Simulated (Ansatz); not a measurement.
# Which metal contacts puckered PAs? The Schottky-Mott estimate

If a metal and one layer of puckered PAs lined up by their vacuum levels alone, the barrier for electrons would be the work function less the affinity, and that for holes the ionisation energy less the work function. What does that give for common contact metals?

How it was computed: Ansatz 0.2.0, plane waves with PAW datasets (its set soft_2), PBE. Layers: cell and atoms relaxed with a dispersion term, band edges read against the vacuum level. Here the gap is 0.58 eV, the ionisation energy 4.43 eV and the affinity 3.85 eV. Metals: relaxed slabs of 7 layers at the tabulated experimental lattice constant, Fermi-Dirac smearing of 0.1 eV, Ni with spin. Labels allow 0.1 eV either way.

What came out:

| metal | work function (eV) | barrier for electrons (eV) | barrier for holes (eV) | by the rule |
| --- | --- | --- | --- | --- |
| Sc(0001) | 3.59 | −0.26 | 0.84 | no barrier for electrons |
| Al(111) | 4.03 | 0.18 | 0.40 | favours electrons |
| Hf(0001) | 4.33 | 0.48 | 0.10 | favours holes |
| Ti(0001) | 4.37 | 0.52 | 0.06 | at the valence edge |
| Ag(111) | 4.49 | 0.64 | −0.06 | at the valence edge |
| Mo(110) | 4.56 | 0.71 | −0.13 | no barrier for holes |
| Cu(111) | 4.82 | 0.97 | −0.39 | no barrier for holes |
| W(110) | 4.84 | 0.99 | −0.41 | no barrier for holes |
| Ru(0001) | 5.01 | 1.16 | −0.58 | no barrier for holes |
| Ni(111) | 5.06 | 1.21 | −0.63 | no barrier for holes |
| Pd(111) | 5.24 | 1.39 | −0.81 | no barrier for holes |
| Au(111) | 5.27 | 1.42 | −0.84 | no barrier for holes |
| Pt(111) | 5.71 | 1.86 | −1.28 | no barrier for holes |

**Reading.** By the rule the Fermi level lies over the conduction edge for 1, inside the gap for 3 and under the valence edge for 9 of the 13 metals. The middle of the gap lies 4.14 eV under the vacuum level: metals with a smaller work function favour electrons, those with a larger one holes. Worked for Cu(111): 4.82 − 3.85 = 0.97 eV and 4.43 − 4.82 = −0.39 eV, which add up to the gap, 0.58 eV.

Caveats: This is the limit without any interaction. A real contact lowers the metal's work function by compressing its electron tail, moves charge and can pin the Fermi level, so barriers at bonded contacts depend far less on the metal; van der Waals contacts come nearer to the rule. The layer is built from a prototype, and its stability was not tested. PBE gaps usually lie under quasiparticle gaps, which makes the two barriers together too small, and a missing barrier can be an artefact of that. Spin-orbit coupling is left out. The table is a selection: not every member that was run is listed.
